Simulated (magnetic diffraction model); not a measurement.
# Ba₂NdSbS₆: what an assumed order does to the neutron pattern

Space group R-3 (no. 148), a = 7.0680 Å, c = 17.1820 Å.

| site | atom | x | y | z |
| --- | --- | --- | --- | --- |
| 3a | Nd | 0 | 0 | 0 |
| 6c | Ba | 1/3 | 2/3 | 0.9162 |
| 3b | Sb | 1/3 | 2/3 | 1/6 |
| 18f | S | 0.1464 | 0.7793 | 0.0873 |

This is a made-up structure (elements placed in a structure type, unrelaxed), so the numbers test the method and describe no known phase.

Only Nd is taken to order (form factors of Nd3+); orders and moment sizes are assumed, and not adapted to the symmetry. Radiation: neutrons of λ = 1.909 Å, 8° to 40°; isotropic B of 0.28 Å² (Nd), 0.31 Å² (Ba), 0.28 Å² (Sb) and 0.41 Å² (S). Simulated constant-wavelength pattern: nuclear and magnetic terms add, the magnetic one as |2.695 fm × Σ f S⊥ exp(2πi Q·r) exp(−B s²)|², summed over all Q at one angle with the factor 1/(sin²θ cos θ). For collinear order S is the moment m, which repeats by lattice and centring translations R with the sign exp(−2πi k·R). Free-ion form factors, Sears's scattering lengths of 1992, no absorption; a label names one of the reflections at its angle. The strongest nuclear line in the range is 100, and lines under 0.2 are left out.

Assume the order k = (0 0 0), collinear moments along [100], 2.3 μB on Nd.

Predict the pattern, nuclear and magnetic parts apart.

| 2θ (°) | index | nuclear | magnetic |
| --- | --- | --- | --- |
| 19.06 | (1 0 1) | 0.1 | 16.4 |
| 19.19 | (0 0 3) | 0.1 | 9.7 |
| 22.08 | (0 1 2) | 45.0 | 14.6 |
| 31.34 | (1 1 0) | 98.2 | 5.3 |
| 31.50 | (1 0 4) | 100.0 | 8.7 |
| 36.94 | (0 2 1) | 1.7 | 3.9 |
| 37.01 | (1 1 3) | 13.9 | 9.5 |
| 37.15 | (0 1 5) | 3.4 | 6.5 |
| 38.67 | (2 0 2) | 29.3 | 3.8 |
| 38.94 | (0 0 6) | 12.7 | 2.2 |

The strongest magnetic line in the range is (1 0 1) at 19.06° (16.4). On top of the Lorentz factor, which all lines share, magnetic lines fade with angle because f falls: for Nd3+ it is 0.98, 0.90, 0.79 and 0.54 at sin θ/λ = 0.1, 0.2, 0.3 and 0.5 Å⁻¹, while nuclear lengths stay constant. The net moment is 2.30 μB a primitive cell.
